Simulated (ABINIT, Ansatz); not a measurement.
## A GW run on CaZnC2O6 (R-3) in ABINIT, with inputs changed

What do changed inputs do to GW on CaZnC2O6 (R-3)?

Main program and level: ABINIT 10.8.3; LDA and many-body steps on it, plane waves.

### Step 1. Set-up

It takes space group R-3 (No. 148, trigonal). Conventional cell: a = 4.866 Å, b = 4.866 Å, c = 16.332 Å, α = 90.00°, β = 90.00°, γ = 120.00°. Nearest to Ca lie 6 O at 2.40 Å. Nearest to Zn lie 6 O at 2.13 Å. Nearest to C lie 3 O at 1.30 Å. Nearest to O lie 1 C at 1.30 Å and 1 Zn at 2.13 Å and 1 Ca at 2.40 Å. Farther neighbours and most contacts between anions are not listed.

The cell and positions are those that the Materials Project relaxed with its own functionals (PBE, PBE+U or r2SCAN), kept fixed.

### Step 2. Screening, 2×2×2 mesh, 110 bands, screening to 114.3 eV

This step: ABINIT 10.8.3; RPA screening on LDA, plane waves, norm-conserving pseudopotentials.

The RPA dielectric matrix is built and inverted for each q.

run.abi

```
acell 3*1.0 Angstrom
rprim 
  2.433014964130 1.404701844483 5.444039263300
  -2.433014964130 1.404701844483 5.444039263300
  0.000000000000 -2.809403688966 5.444039263300
ntypat 4
znucl 20 30 6 8
natom 10
typat 1 2 3 3 4 4 4 4 4 4
xred 
  0.000000000000 0.000000000000 0.000000000000
  0.500000000000 0.500000000000 0.500000000000
  0.242541000000 0.242541000000 0.242541000000
  0.757459000000 0.757459000000 0.757459000000
  0.494747000000 0.964090000000 0.273567000000
  0.964090000000 0.273567000000 0.494747000000
  0.273567000000 0.494747000000 0.964090000000
  0.505253000000 0.035910000000 0.726433000000
  0.035910000000 0.726433000000 0.505253000000
  0.726433000000 0.505253000000 0.035910000000
pp_dirpath "pseudos"
pseudos "Ca.upf, Zn.upf, C.upf, O.upf"
ecut 37
ngkpt 2 2 2
nshiftk 1
shiftk 0 0 0
kptopt 1
chksymbreak 0
istwfk *1
occopt 1
irdwfk 1
optdriver 3
nband 110
ecuteps 4.2
inclvkb 2
awtr 1
symchi 1
indata_prefix "in"
outdata_prefix "out"
tmpdata_prefix "tmp"
```

Command:

```sh
OMP_NUM_THREADS=1 mpirun -n 4 abinit run.abi > log
```

The log of the run:

```text
.Version 10.8.3 of ABINIT. v10.8.2 released Aug 2026.

 Symmetries : space group R-3 (#148); Bravais hR (rhombohedral)
[... echo of the input left out ...]
== DATASET  1 ==================================================================
-   mpi_nproc: 4, omp_nthreads: 1 (-1 if OMP is not activated)

--- !DatasetInfo
iteration_state: {dtset: 1, }
dimensions: {natom: 10, nkpt: 4, mband: 110, nsppol: 1, nspinor: 1, nspden: 1, mpw: 8140, }
cutoff_energies: {ecut:  37.0, pawecutdg:  -1.0, }
electrons: {nelect:   7.40000000E+01, charge:   0.00000000E+00, occopt:   1.00000000E+00, tsmear:   1.00000000E-02, }

 SCREENING: Calculation of the susceptibility and dielectric matrices

 Based on a program developped by R.W. Godby, V. Olevano, G. Onida, and L. Reining.
 Incorporated in ABINIT by V. Olevano, G.-M. Rignanese, and M. Torrent.
.Using double precision arithmetic ; gwpc =  8

[... cell and pseudopotentials left out ...]
--------------------------------------------------------------------------------

 ==== K-mesh for the wavefunctions ====
 Number of points in the irreducible wedge :     4
[... list of points left out ...]
 Together with  6 symmetry operations and time-reversal symmetry
 yields     8 points in the full Brillouin Zone.

 ==== Q-mesh for the screening function ====
 Number of points in the irreducible wedge :     4
[... list of points left out ...]
 Together with  6 symmetry operations and time-reversal symmetry
 yields     8 points in the full Brillouin Zone.

 setmesh: FFT mesh size selected  =    45x   45x   45
          total number of points  =        91125

 vcoul_init : cutoff-mode = AUXILIARY_FUNCTION
 q-points for optical limit:   1
     1)      0.000010    0.000020    0.000030

- screening: taking advantage of time-reversal symmetry
- Maximum band index for partially occupied states nbvw = 37
- Remaining bands to be divided among processors   nbcw = 73
- Number of bands treated by each node ~18

 Number of electrons calculated from density =   74.0000; Expected =   74.0000
 average of density, n =  0.098228
 r_s =    1.3445
 omega_plasma =   30.2324 [eV]

 calculating chi0 at frequencies [eV] :
  1    0.000000E+00    0.000000E+00
  2    0.000000E+00    3.023239E+01

--------------------------------------------------------------------------------
  q-point number  1        q = ( 0.000000, 0.000000, 0.000000) [r.l.u.]
--------------------------------------------------------------------------------
[... chi0 elements left out ...]
 For q-point:  0.000010 0.000020 0.000030
  dielectric constant =   2.9539
  dielectric constant without local fields =   3.2701

  Average fulfillment of the sum rule on Im[epsilon] for q-point    1 :     34.66  [%]
[... wings left out ...]
  q-point number  2        q = ( 0.500000, 0.000000, 0.000000) [r.l.u.]
--------------------------------------------------------------------------------
[... chi0 elements left out ...]
  Average fulfillment of the sum rule on Im[epsilon] for q-point    2 :     40.11  [%]

 [... 2 further q-points ...]
```

Elapsed: 1.7 min, on 4 MPI ranks of Arm Neoverse N1, shared host; peak memory 2 GiB; 6.9 min of CPU time.

Numbers from this step:

| Item | Value |
| --- | --- |
| ε∞ with local fields, on this mesh, along the program's q direction | 2.954 |
| the same without local fields | 3.270 |
| plasma frequency | 30.23 eV |
| plane waves in the screening matrix | 309 |

Local fields lower ε∞ by 10 %. On a Γ-centred mesh this coarse the value itself is usually too large, while a short band sum pulls it down.

### Step 3. Base

The self-energy is evaluated for the states that the input lists, and the levels follow from it, in one-shot runs by the linearised quasiparticle equation.

This step: G0W0 on LDA, plane waves, norm-conserving pseudopotentials.

Edit run.abi of step 2 so:

```diff
@@ -31,8 +31,19 @@
 irdwfk 1
-optdriver 3
+optdriver 4
 nband 110
+gwcalctyp 0
+ecutsigx 37
+symsigma 1
+nkptgw 3
+kptgw 
+  0.5000000000 0.0000000000 0.0000000000
+  0.5000000000 0.5000000000 0.5000000000
+  0.0000000000 0.0000000000 0.0000000000
+bdgw 
+  36 39
+  36 39
+  35 39
 ecuteps 4.2
-inclvkb 2
-awtr 1
-symchi 1
+irdscr 1
+ppmodel 1
 indata_prefix "in"
```

The log of the run:

```text
.Version 10.8.3 of ABINIT. v10.8.2 released Aug 2026.

 Symmetries : space group R-3 (#148); Bravais hR (rhombohedral)
[... echo of the input left out ...]
== DATASET  1 ==================================================================
-   mpi_nproc: 4, omp_nthreads: 1 (-1 if OMP is not activated)

--- !DatasetInfo
iteration_state: {dtset: 1, }
dimensions: {natom: 10, nkpt: 4, mband: 110, nsppol: 1, nspinor: 1, nspden: 1, mpw: 8140, }
cutoff_energies: {ecut:  37.0, pawecutdg:  -1.0, }
electrons: {nelect:   7.40000000E+01, charge:   0.00000000E+00, occopt:   1.00000000E+00, tsmear:   1.00000000E-02, }

 SIGMA: Calculation of the GW corrections

 Based on a program developped by R.W. Godby, V. Olevano, G. Onida, and L. Reining.
 Incorporated in ABINIT by V. Olevano, G.-M. Rignanese, and M. Torrent.
.Using double precision arithmetic ; gwpc =  8

[... cell and pseudopotentials left out ...]
--------------------------------------------------------------------------------

 ==== K-mesh for the wavefunctions ====
 Number of points in the irreducible wedge :     4
[... list of points left out ...]
 Together with  6 symmetry operations and time-reversal symmetry
 yields     8 points in the full Brillouin Zone.

 ==== Q-mesh for screening function ====
 Number of points in the irreducible wedge :     4
[... list of points left out ...]
 Together with  6 symmetry operations and time-reversal symmetry
 yields     8 points in the full Brillouin Zone.

 vcoul_init : cutoff-mode = AUXILIARY_FUNCTION
 q-points for optical limit:   1
     1)      0.000010    0.000020    0.000030
 setmesh: FFT mesh size selected  =    64x   64x   64
          total number of points  =       262144

 Number of electrons calculated from density =   74.0000; Expected =   74.0000
 average of density, n =  0.098228
 r_s =    1.3445
 omega_plasma =   30.2324 [eV]

 === KS Band Gaps ===
  >>>> For spin  1
   Minimum direct gap =   4.8496 [eV], located at k-point      :   0.5000  0.5000  0.5000
   Fundamental gap    =   3.8039 [eV], Top of valence bands at :   0.5000  0.0000  0.0000
                                       Bottom of conduction at :   0.5000  0.5000  0.5000
 SIGMA fundamental parameters:
 PLASMON POLE MODEL  1
 number of plane-waves for SigmaX                 8081
 number of plane-waves for SigmaC and W            309
 number of plane-waves for wavefunctions          8081
 number of bands                                   110
 number of independent spin polarizations            1
 number of spinorial components                      1
 number of k-points in IBZ                           4
 number of q-points in IBZ                           4
 number of symmetry operations                       6
 number of k-points in BZ                            8
 number of q-points in BZ                            8
 number of frequencies for dSigma/dE                 9
 frequency step for dSigma/dE [eV]                0.25
 number of omega for Sigma on real axis              0
 max omega for Sigma on real axis  [eV]           0.00
 zcut for avoiding poles [eV]                     0.10

 EPSILON^-1 parameters (SCR file):
 dimension of the eps^-1 matrix on file            309
 dimension of the eps^-1 matrix used               309
 number of plane-waves for wavefunctions          8081
 number of bands                                   110
 number of q-points in IBZ                           4
 number of frequencies                               2
 number of real frequencies                          1
 number of imag frequencies                          1

 matrix elements of self-energy operator (all in [eV])

 Perturbative Calculation

--- !SelfEnergy_ee
iteration_state: {dtset: 1, }
kpoint     : [   0.500,    0.000,    0.000, ]
spin       : 1
KS_gap     :    5.021
QP_gap     :    8.316
Delta_QP_KS:    3.294
data: !SigmaeeData |
     Band     E0 <VxcDFT>   SigX SigC(E0)      Z dSigC/dE  Sig(E)    E-E0       E
       36   1.702 -19.684 -25.006   4.733   0.809  -0.236 -20.161  -0.476   1.225
       37   2.236 -21.296 -26.816   4.864   0.810  -0.234 -21.828  -0.531   1.704
       38   7.257 -15.772  -9.754  -2.713   0.836  -0.196 -13.010   2.763  10.020
       39   7.609 -16.698 -10.791  -2.644   0.831  -0.203 -13.986   2.712  10.321

--- !SelfEnergy_ee
iteration_state: {dtset: 1, }
kpoint     : [   0.500,    0.500,    0.500, ]
spin       : 1
KS_gap     :    4.850
QP_gap     :    7.935
Delta_QP_KS:    3.085
data: !SigmaeeData |
     Band     E0 <VxcDFT>   SigX SigC(E0)      Z dSigC/dE  Sig(E)    E-E0       E
       36   1.190 -22.830 -28.193   4.556   0.813  -0.229 -23.487  -0.656   0.534
       37   1.190 -22.830 -28.193   4.556   0.813  -0.229 -23.487  -0.656   0.534
[...]
--- !SelfEnergy_ee
iteration_state: {dtset: 1, }
kpoint     : [   0.000,    0.000,    0.000, ]
spin       : 1
KS_gap     :    4.892
QP_gap     :    7.839
Delta_QP_KS:    2.947
data: !SigmaeeData |
     Band     E0 <VxcDFT>   SigX SigC(E0)      Z dSigC/dE  Sig(E)    E-E0       E
[...]
37   1.457 -19.250 -24.705   4.741   0.809  -0.236 -19.828  -0.578   0.879
       38   6.349 -15.288  -9.771  -2.722   0.848  -0.179 -12.918   2.370   8.719
       39   7.290 -16.269 -10.633  -2.449   0.830  -0.205 -13.623   2.646   9.936

== END DATASET(S) ==============================================================
================================================================================

 -outvars: echo values of variables after computation  --------
           etotal      0.0000000000E+00
            nband         110
             nkpt           4
          spgroup         148
 [... the other variables as echoed above ...]

 Calculation completed.
```

Elapsed: 29 s, on 4 MPI ranks; peak memory 1.4 GiB.

This step gave:

* G0W0 gap on the points computed: 6.765 eV
* starting gap on the mesh: 3.804 eV
* k of the valence top: 0.5, 0, 0
* k of the conduction bottom: 0.5, 0.5, 0.5
* Z at the valence top: 0.81
* Z at the conduction bottom: 0.848
* least direct G0W0 gap on the computed points: 7.84 eV

The gap on the mesh goes from 3.80 eV to 6.76 eV, a correction of +2.96 eV.

### Step 4. Broadening of the poles

Edit run.abi of step 3 so:

```diff
@@ -48,2 +48,3 @@
 ppmodel 1
+zcut 0.01 eV
 indata_prefix "in"
```

The log of the run:

```text
.Version 10.8.3 of ABINIT. v10.8.2 released Aug 2026.

 Symmetries : space group R-3 (#148); Bravais hR (rhombohedral)
[... echo of the input left out ...]
== DATASET  1 ==================================================================
-   mpi_nproc: 4, omp_nthreads: 1 (-1 if OMP is not activated)

--- !DatasetInfo
iteration_state: {dtset: 1, }
dimensions: {natom: 10, nkpt: 4, mband: 110, nsppol: 1, nspinor: 1, nspden: 1, mpw: 8140, }
cutoff_energies: {ecut:  37.0, pawecutdg:  -1.0, }
electrons: {nelect:   7.40000000E+01, charge:   0.00000000E+00, occopt:   1.00000000E+00, tsmear:   1.00000000E-02, }

 SIGMA: Calculation of the GW corrections

 Based on a program developped by R.W. Godby, V. Olevano, G. Onida, and L. Reining.
 Incorporated in ABINIT by V. Olevano, G.-M. Rignanese, and M. Torrent.
.Using double precision arithmetic ; gwpc =  8

[... cell and pseudopotentials left out ...]
--------------------------------------------------------------------------------

 ==== K-mesh for the wavefunctions ====
 Number of points in the irreducible wedge :     4
[... list of points left out ...]
 Together with  6 symmetry operations and time-reversal symmetry
 yields     8 points in the full Brillouin Zone.

 ==== Q-mesh for screening function ====
 Number of points in the irreducible wedge :     4
[... list of points left out ...]
 Together with  6 symmetry operations and time-reversal symmetry
 yields     8 points in the full Brillouin Zone.

 vcoul_init : cutoff-mode = AUXILIARY_FUNCTION
 q-points for optical limit:   1
     1)      0.000010    0.000020    0.000030
 setmesh: FFT mesh size selected  =    64x   64x   64
          total number of points  =       262144

 Number of electrons calculated from density =   74.0000; Expected =   74.0000
[...]
number of plane-waves for wavefunctions          8081
 number of bands                                   110
 number of q-points in IBZ                           4
 number of frequencies                               2
 number of real frequencies                          1
 number of imag frequencies                          1

 matrix elements of self-energy operator (all in [eV])

 Perturbative Calculation

--- !SelfEnergy_ee
iteration_state: {dtset: 1, }
kpoint     : [   0.500,    0.000,    0.000, ]
spin       : 1
KS_gap     :    5.021
QP_gap     :    8.316
Delta_QP_KS:    3.294
data: !SigmaeeData |
     Band     E0 <VxcDFT>   SigX SigC(E0)      Z dSigC/dE  Sig(E)    E-E0       E
       36   1.702 -19.684 -25.006   4.733   0.809  -0.236 -20.161  -0.477   1.225
       37   2.236 -21.296 -26.816   4.864   0.810  -0.234 -21.828  -0.531   1.704
       38   7.257 -15.772  -9.754  -2.713   0.836  -0.196 -13.009   2.763  10.020
[...]
--- !SelfEnergy_ee
iteration_state: {dtset: 1, }
kpoint     : [   0.500,    0.500,    0.500, ]
spin       : 1
KS_gap     :    4.850
QP_gap     :    7.935
Delta_QP_KS:    3.085
data: !SigmaeeData |
     Band     E0 <VxcDFT>   SigX SigC(E0)      Z dSigC/dE  Sig(E)    E-E0       E
[...]
--- !SelfEnergy_ee
iteration_state: {dtset: 1, }
kpoint     : [   0.000,    0.000,    0.000, ]
spin       : 1
KS_gap     :    4.892
QP_gap     :    7.840
Delta_QP_KS:    2.948
data: !SigmaeeData |
     Band     E0 <VxcDFT>   SigX SigC(E0)      Z dSigC/dE  Sig(E)    E-E0       E
[...]
38   6.349 -15.288  -9.771  -2.722   0.848  -0.179 -12.918   2.370   8.719
       39   7.290 -16.269 -10.633  -2.449   0.830  -0.205 -13.624   2.645   9.935

== END DATASET(S) ==============================================================
================================================================================

 -outvars: echo values of variables after computation  --------
           etotal      0.0000000000E+00
            nband         110
             nkpt           4
          spgroup         148
 [... the other variables as echoed above ...]

 Calculation completed.
```

Wall time 30 s (4 MPI ranks); peak memory 1.4 GiB.

This step gave:

```yaml
g0w0_gap_on_the_points_computed: 6.765 eV
starting_gap_on_the_mesh: 3.804 eV
k_of_the_valence_top: 0.5, 0, 0
k_of_the_conduction_bottom: 0.5, 0.5, 0.5
z_at_the_valence_top: 0.81
z_at_the_conduction_bottom: 0.848
least_direct_g0w0_gap_on_the_computed_points: 7.84 eV
```

Against G0W0 in ABINIT (2×2×2 mesh, 110 bands, screening to 114.3 eV, Godby-Needs plasmon pole), the gap moves by +0.000 eV.

[end of part 1 of 2]

[Paths, hosts, dates, memory and timing lines, banners, echoed tables and standing remarks are left out of the program output.]

[Logs are printed without paths, hosts, clocks, repeated set-up lines and the standing remarks that a program may print on its own settings, such as how far it seeks lower states.]

[Runs of the session that timed out or met a known fault of the program may be left out.]

[Hosts, paths, dates, database ids (printed as entryN), source tags and the programs' standing remarks are cut or masked in the printed files.]

[G0W0 gaps are taken among the corrected bands and points alone; a level outside them can change the order at an edge.]

[Where Ansatz stands beside ABINIT at settings called matched, ABINIT's density can come from a denser mesh and the files from another edition; pairs whose starting gaps differed by over 0.03 eV were left out, so agreement reads better than it is.]
